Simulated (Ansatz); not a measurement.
System: LiGeN (P6_3mc).

```cif
data_structure
_symmetry_space_group_name_H-M 'P 1'
_symmetry_Int_Tables_number 1
_cell_length_a 3.0124
_cell_length_b 3.0124
_cell_length_c 9.4195
_cell_angle_alpha 90.000
_cell_angle_beta 90.000
_cell_angle_gamma 120.000
_cell_volume 74.03
loop_
_atom_site_label
_atom_site_type_symbol
_atom_site_fract_x
_atom_site_fract_y
_atom_site_fract_z
_atom_site_occupancy
Li1 Li 0.66667 0.33333 0.74339 1
Li2 Li 0.33333 0.66667 0.24339 1
Ge3 Ge 0.00000 0.00000 0.49802 1
Ge4 Ge 0.00000 0.00000 0.99802 1
N5 N 0.33333 0.66667 0.60322 1
N6 N 0.66667 0.33333 0.10322 1
```

The cell and positions are those that the Materials Project relaxed with its own functionals (PBE, PBE+U or r2SCAN), kept fixed. At the settings of the band run the largest force is still 0.08 eV/Å.

Gaps computed with Ansatz 0.2.0 without a self-energy: PBE 1.46 eV, PBE+SOC 1.45 eV, r2SCAN 1.78 eV, HSE06 2.23 eV and PBE0 2.90 eV. The mean ε∞ by PBE perturbation theory is 7.88.

Estimate the G0W0@PBE gap with 6×6×2 mesh, 586 empty bands, screening to 230 eV, PAW set soft_1 files.

About 2.18 eV: on its mesh the run moves the gap from 1.47 eV by +0.72 eV. Among the scalar-relativistic levels given, HSE06 is nearest (+0.05 eV). One-shot corrections scale roughly with one over ε∞, here 0.13. Bands and cutoff are finite, so the gap is not at the basis limit. The miss can reach some tenths of an eV and take either sign; the mesh is an error of its own. The many-body steps are scalar-relativistic: spin-orbit coupling is not in them.

[Paths, hosts, dates, memory and timing lines, banners, echoed tables and standing remarks are left out of the program output.]

[Logs are printed without paths, hosts, clocks, repeated set-up lines and the standing remarks that a program may print on its own settings, such as how far it seeks lower states.]

[Runs of the session that timed out or met a known fault of the program may be left out.]

[Cells called generated may have been cut or substituted from an entry of the Crystallography Open Database or the Materials Project.]

[Hosts, paths, dates, database ids (printed as entryN), source tags and the programs' standing remarks are cut or masked in the printed files.]
